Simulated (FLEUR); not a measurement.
## CaCo2As2: which magnetic order is lowest

Wanted: the moments of CaCo2As2 and the energy of each order that was tried.

Main program and level: FLEUR MaX-R8.1; PBEsol; all-electron FLAPW, Dirac cores, scalar-relativistic bands.

Report form: the programs' logs are mostly left out.

## Step 1: The structure

Symmetry: I4/mmm, No. 139, tetragonal system. The conventional cell has a = 4.009 Å, b = 4.009 Å, c = 10.094 Å, α = 90.00°, β = 90.00°, γ = 90.00°. Ca has 10 As at 3.15 to 3.67 Å and 8 Co at 3.22 Å nearest. Nearest to Co lie 4 As at 2.31 Å and 4 Co at 2.83 Å and 4 Ca at 3.22 Å. Nearest to As lie 4 Co at 2.31 Å and 5 As at 2.76 to 3.64 Å and 5 Ca at 3.15 to 3.67 Å. Farther neighbours are not listed.

As a file:

```cif
data_structure
_symmetry_space_group_name_H-M 'I4/mmm'
_symmetry_Int_Tables_number 139
_cell_length_a 4.0087
_cell_length_b 4.0087
_cell_length_c 10.0940
_cell_angle_alpha 90.000
_cell_angle_beta 90.000
_cell_angle_gamma 90.000
_cell_volume 162.21
loop_
_atom_site_label
_atom_site_type_symbol
_atom_site_symmetry_multiplicity
_atom_site_Wyckoff_symbol
_atom_site_fract_x
_atom_site_fract_y
_atom_site_fract_z
_atom_site_occupancy
Ca1 Ca 2 a 0.00000 0.00000 0.00000 1
Co1 Co 4 d 0.00000 0.50000 0.25000 1
As1 As 4 e 0.00000 0.00000 0.36348 1
```

The cell comes from a database of computed structures and need not be the stable phase.

## Step 2: Run 1 (ferro ++)

The parallel start comes first: it shows whether parallel moments hold.

inpgen writes inp.xml from crystal.txt; cutoffs, mixing, functional, smearing and local orbitals are then set in the file. The k list default-1 (kpts.xml, not shown) is a Γ-centred 10×10×10 mesh; where the ranks do not divide the number of points, some are split in two of half the weight.

File inp.xml:

```
<?xml version="1.0" encoding="UTF-8" standalone="no"?>
<fleurInput fleurInputVersion="0.39">
   <comment>
      CaCo2As2
   </comment>
   <calculationSetup>
      <cutoffs Kmax="3.85" Gmax="11.6" GmaxXC="11.6" numbands="0"/>
      <scfLoop itmax="90" minDistance="0.00002" maxIterBroyd="15" imix="Anderson" alpha="0.05" precondParam="0.0" spinf="2.0" sdNocoIR="T"/>
      <coreElectrons ctail="T" frcor="F" kcrel="0" coretail_lmax="0"/>
      <xcFunctional name="PBEs" relativisticCorrections="F"/>
      <magnetism jspins="2"/>
      <soc l_soc="F" theta="0.0" phi="0.0" spav="F"/>
      <expertModes spex="0" secvar="F"/>
      <geometryOptimization l_f="F" forcealpha="1.0" forcemix="BFGS" epsdisp="0.00001" epsforce="0.00001"/>
      <ldaU l_linMix="F" mixParam="0.05" spinf="1.0"/>
   </calculationSetup>
   <cell>
      <bzIntegration valenceElectrons="74.0" mode="hist" fermiSmearingEnergy="0.00293995">
         <kPointListSelection listName="default-1"/>
         <xi:include xmlns:xi="http://www.w3.org/2001/XInclude" href="kpts.xml"> </xi:include>
      </bzIntegration>
      <xi:include xmlns:xi="http://www.w3.org/2001/XInclude" href="sym.xml"> </xi:include>
      <bulkLattice scale="1.0">
         <bravaisMatrix>
            <row-1>   -3.7876941184832558     3.7876941184832558     9.5374636247446194</row-1>
            <row-2>    3.7876941184832558    -3.7876941184832558     9.5374636247446194</row-2>
            <row-3>    3.7876941184832558     3.7876941184832558    -9.5374636247446194</row-3>
         </bravaisMatrix>
      </bulkLattice>
   </cell>
   <atomSpecies>
      <species name="Calcium (Ca)" element="Ca" atomicNumber="20">
         <mtSphere radius="2.8" gridPoints="925" logIncrement="0.013"/>
         <atomicCutoffs lmax="10" lnonsphr="8"/>
         <electronConfig flipSpins="F">
            <coreConfig>(1s1/2) (2s1/2) (2p1/2) (2p3/2)</coreConfig>
            <valenceConfig>(3s1/2) (3p1/2) (3p3/2) (4s1/2)</valenceConfig>
         </electronConfig>
         <energyParameters s="4" p="4" d="3" f="4"/>
         <lo type="SCLO" l="0" n="3" eDeriv="0"/>
         <lo type="SCLO" l="1" n="3" eDeriv="0"/>
      </species>
      <species name="Cobalt (Co2.002" element="Co" atomicNumber="27">
         <mtSphere radius="2.13" gridPoints="705" logIncrement="0.017"/>
         <atomicCutoffs lmax="8" lnonsphr="6"/>
         <electronConfig flipSpins="F">
            <coreConfig>(1s1/2) (2s1/2) (2p1/2) (2p3/2)</coreConfig>
            <valenceConfig>(3s1/2) (3p1/2) (3p3/2) (4s1/2) (3d3/2) (3d5/2)</valenceConfig>
            <stateOccupation state="(3d3/2)" spinUp="1.501" spinDown="1.299"/>
            <stateOccupation state="(3d5/2)" spinUp="3.0" spinDown="1.2"/>
         </electronConfig>
         <energyParameters s="4" p="4" d="3" f="4"/>
         <lo type="SCLO" l="0" n="3" eDeriv="0"/>
         <lo type="SCLO" l="1" n="3" eDeriv="0"/>
      </species>
      <species name="Arsenic (As)" element="As" atomicNumber="33">
         <mtSphere radius="2.13" gridPoints="705" logIncrement="0.018"/>
         <atomicCutoffs lmax="8" lnonsphr="6"/>
         <electronConfig flipSpins="F">
            <coreConfig>(1s1/2) (2s1/2) (2p1/2) (2p3/2) (3s1/2) (3p1/2) (3p3/2)</coreConfig>
            <valenceConfig>(4s1/2) (3d3/2) (3d5/2) (4p1/2) (4p3/2)</valenceConfig>
            <stateOccupation state="(4p1/2)" spinUp="0.500000" spinDown="0.500000"/>
            <stateOccupation state="(4p3/2)" spinUp="1.000000" spinDown="1.000000"/>
         </electronConfig>
         <energyParameters s="4" p="4" d="3" f="4"/>
      </species>
   </atomSpecies>
   <atomGroups>
      <atomGroup species="Calcium (Ca)">
         <relPos label="                   1">.0000000000 .0000000000 .0000000000</relPos>
         <force calculate="T" relaxXYZ="TTT"/>
      </atomGroup>
      <atomGroup species="Cobalt (Co2.002">
         <relPos label="                   2">-1.000/4.000 1.000/4.000 1.000/2.000</relPos>
         <relPos label="                   3">1.000/4.000 -1.000/4.000 1.000/2.000</relPos>
         <force calculate="T" relaxXYZ="TTT"/>
      </atomGroup>
      <atomGroup species="Arsenic (As)">
         <relPos label="                   4">.3634838400 .3634838400 .0000000000</relPos>
         <relPos label="                   5">-.3634838400 -.3634838400 .0000000000</relPos>
         <force calculate="T" relaxXYZ="TTT"/>
      </atomGroup>
   </atomGroups>
   <output dos="F" band="F" slice="F">
      <bandDOS minEnergy="-.5*Htr" maxEnergy="0.5*Htr" sigma="0.015" storeEVData="T"/>
      <plotting iplot="0" polar="F">
         <plot TwoD="T" vec1="  1.0  0.0  0.0" vec2="  0.0  1.0  0.0" vec3="  0.0  0.0  1.0" zero="  0.0  0.0  0.0" file="plot"/>
      </plotting>
      <moessbauerParams electricFieldGradient="F" isomerShift="F" coreHyperfine="F" valenceHyperfine="F"/>
   </output>
</fleurInput>
```

File crystal.txt:

```
CaCo2As2
&input film=F cartesian=F /
-2.00436140940  2.00436140940  5.04700840010
2.00436140940  -2.00436140940  5.04700840010
2.00436140940  2.00436140940  -5.04700840010
1.8897261246
1.0 1.0 1.0

5
20 0.00000000000  0.00000000000  0.00000000000
27 0.75000000000  0.25000000000  0.50000000000 : 2.002
27 0.25000000000  0.75000000000  0.50000000000 : 2.002
33 0.36348384000  0.36348384000  0.00000000000
33 0.63651616000  0.63651616000  0.00000000000

&kpt div1=10 div2=10 div3=10 gamma=T /
```

Launch:

```bash
> OMP_NUM_THREADS=1 inpgen -f crystal.txt > inpgen.log  # inp.xml is then edited as shown
> OMP_NUM_THREADS=1 mpirun -n 4 fleur_MPI > fleur.log
```

It took 3.6 min on 4 MPI ranks of Arm Neoverse V2, shared host; peak memory 0.37 GiB; 15 min of CPU time.

Spin moment in the muffin-tin sphere by atom:

```csv
atom,spin moment in the muffin-tin sphere (μB)
Ca1,0.013
Co2,0.679
Co3,0.679
As4,0.008
As5,0.008
```

Read from the output:

```
free energy                                                       : -217232.7745 eV
program's band gap on this mesh (in a metal only a level spacing) : 0.002893 eV
magnetization                                                     : 1.398 μB
final state                                                       : ferromagnetic
```

After 28 cycles the largest moment stands at 0.679 μB.

## Step 3: Run 2 (antiferro +-)

Reversing part of the moments tests the sign of the couplings between them.

Edit inp.xml of step 2 so:

```diff
@@ -55,2 +55,15 @@
       </species>
+      <species name="Cobalt (Co-2.002" element="Co" atomicNumber="27">
+         <mtSphere radius="2.13" gridPoints="705" logIncrement="0.017"/>
+         <atomicCutoffs lmax="8" lnonsphr="6"/>
+         <electronConfig flipSpins="F">
+            <coreConfig>(1s1/2) (2s1/2) (2p1/2) (2p3/2)</coreConfig>
+            <valenceConfig>(3s1/2) (3p1/2) (3p3/2) (4s1/2) (3d3/2) (3d5/2)</valenceConfig>
+            <stateOccupation state="(3d3/2)" spinUp="1.299" spinDown="1.501"/>
+            <stateOccupation state="(3d5/2)" spinUp="1.2" spinDown="3.0"/>
+         </electronConfig>
+         <energyParameters s="4" p="4" d="3" f="4"/>
+         <lo type="SCLO" l="0" n="3" eDeriv="0"/>
+         <lo type="SCLO" l="1" n="3" eDeriv="0"/>
+      </species>
       <species name="Arsenic (As)" element="As" atomicNumber="33">
@@ -74,2 +87,5 @@
          <relPos label="                   2">-1.000/4.000 1.000/4.000 1.000/2.000</relPos>
+         <force calculate="T" relaxXYZ="TTT"/>
+      </atomGroup>
+      <atomGroup species="Cobalt (Co-2.002">
          <relPos label="                   3">1.000/4.000 -1.000/4.000 1.000/2.000</relPos>
```

Edit crystal.txt of step 2 so:

```diff
@@ -11,3 +11,3 @@
 27 0.75000000000  0.25000000000  0.50000000000 : 2.002
-27 0.25000000000  0.75000000000  0.50000000000 : 2.002
+27 0.25000000000  0.75000000000  0.50000000000 : -2.002
 33 0.36348384000  0.36348384000  0.00000000000
```

It took 12 min on 4 MPI ranks; peak memory 0.5 GiB.

The spin moment in the muffin-tin sphere vanishes on all atoms.

Read from the output:

```yaml
free_energy: -217232.7036 eV
program_s_band_gap_on_this_mesh_in_a_metal_only_a_level_spacing: 0.001199 eV
final_state: non-magnetic
```

It lies 35.4 meV a seeded atom over the first start.

## Step 4: Order 3, typed as no spin polarisation

A spinless run gives the zero against which the gain from the moments is read.

Edit inp.xml of step 3 so:

```diff
@@ -10,3 +10,3 @@
       <xcFunctional name="PBEs" relativisticCorrections="F"/>
-      <magnetism jspins="2"/>
+      <magnetism jspins="1"/>
       <soc l_soc="F" theta="0.0" phi="0.0" spav="F"/>
@@ -42,3 +42,3 @@
       </species>
-      <species name="Cobalt (Co2.002" element="Co" atomicNumber="27">
+      <species name="Cobalt (Co)" element="Co" atomicNumber="27">
          <mtSphere radius="2.13" gridPoints="705" logIncrement="0.017"/>
@@ -48,17 +48,4 @@
             <valenceConfig>(3s1/2) (3p1/2) (3p3/2) (4s1/2) (3d3/2) (3d5/2)</valenceConfig>
-            <stateOccupation state="(3d3/2)" spinUp="1.501" spinDown="1.299"/>
-            <stateOccupation state="(3d5/2)" spinUp="3.0" spinDown="1.2"/>
-         </electronConfig>
-         <energyParameters s="4" p="4" d="3" f="4"/>
-         <lo type="SCLO" l="0" n="3" eDeriv="0"/>
-         <lo type="SCLO" l="1" n="3" eDeriv="0"/>
-      </species>
-      <species name="Cobalt (Co-2.002" element="Co" atomicNumber="27">
-         <mtSphere radius="2.13" gridPoints="705" logIncrement="0.017"/>
-         <atomicCutoffs lmax="8" lnonsphr="6"/>
-         <electronConfig flipSpins="F">
-            <coreConfig>(1s1/2) (2s1/2) (2p1/2) (2p3/2)</coreConfig>
-            <valenceConfig>(3s1/2) (3p1/2) (3p3/2) (4s1/2) (3d3/2) (3d5/2)</valenceConfig>
-            <stateOccupation state="(3d3/2)" spinUp="1.299" spinDown="1.501"/>
-            <stateOccupation state="(3d5/2)" spinUp="1.2" spinDown="3.0"/>
+            <stateOccupation state="(3d3/2)" spinUp="1.400000" spinDown="1.400000"/>
+            <stateOccupation state="(3d5/2)" spinUp="2.100000" spinDown="2.100000"/>
          </electronConfig>
@@ -85,7 +72,4 @@
       </atomGroup>
-      <atomGroup species="Cobalt (Co2.002">
+      <atomGroup species="Cobalt (Co)">
          <relPos label="                   2">-1.000/4.000 1.000/4.000 1.000/2.000</relPos>
-         <force calculate="T" relaxXYZ="TTT"/>
-      </atomGroup>
-      <atomGroup species="Cobalt (Co-2.002">
          <relPos label="                   3">1.000/4.000 -1.000/4.000 1.000/2.000</relPos>
```

Edit crystal.txt of step 3 so:

```diff
@@ -10,4 +10,4 @@
 20 0.00000000000  0.00000000000  0.00000000000
-27 0.75000000000  0.25000000000  0.50000000000 : 2.002
-27 0.25000000000  0.75000000000  0.50000000000 : -2.002
+27 0.75000000000  0.25000000000  0.50000000000
+27 0.25000000000  0.75000000000  0.50000000000
 33 0.36348384000  0.36348384000  0.00000000000
```

Elapsed: 79 s, on 4 MPI ranks; peak memory 0.29 GiB; 5.3 min of CPU time.

This step gave:

| Quantity | Value |
| --- | --- |
| free energy | -217232.7036 eV |
| program's band gap on this mesh (in a metal only a level spacing) | 0.001199 eV |
| final state | non-magnetic (no spin polarisation) |

It lies 35.4 meV a seeded atom over the first start.

## Step 5: Ranking

Free energies are divided by the number of seeded atoms.

Orders:

```csv
start,final state,typed order kept,energy over the lowest (meV a seeded atom),largest sphere moment (μB),net moment (μB a primitive cell),mesh matched,CPU time (s)
ferro ++,ferromagnetic,yes,0,0.6788,1.398,yes,871.5
antiferro +-,non-magnetic,no,35.41,0,0,yes,2965
no spin polarisation,non-magnetic,-,35.41,0,0,yes,315.4
```

## Step 6: Summary of results

```
lowest state found                 : ferromagnetic (typed ferro ++)
largest site spin moment           : 0.679 μB
next finished state                : non-magnetic, 35.4 meV a seeded atom higher
energy gained by spin polarisation : 35.4 meV a seeded atom
```

**Reading.** The lowest state found is ferromagnetic, reached from the start ferro ++, with moments up to 0.679 μB. 1 start left the typed pattern (a sign turned, or a seeded moment died or shrank under 0.15 μB), so such an energy belongs to the state reached, not the one typed. This is the lowest of 3 finished starts, no proof of the ground state.

[Logs and program files are shortened in this print: banners, set-up blocks, solver, clock and traceback lines can be left out without a mark of their own.]

[Logs are printed without paths, hosts, clocks, repeated set-up lines and the standing remarks that a program may print on its own settings, such as how far it seeks lower states.]

[Hosts, paths, dates, database ids (printed as entryN), source tags and the programs' standing remarks are cut or masked in the printed files.]

[Where a cell is said to come from a database of computed structures, the database is the Materials Project.]
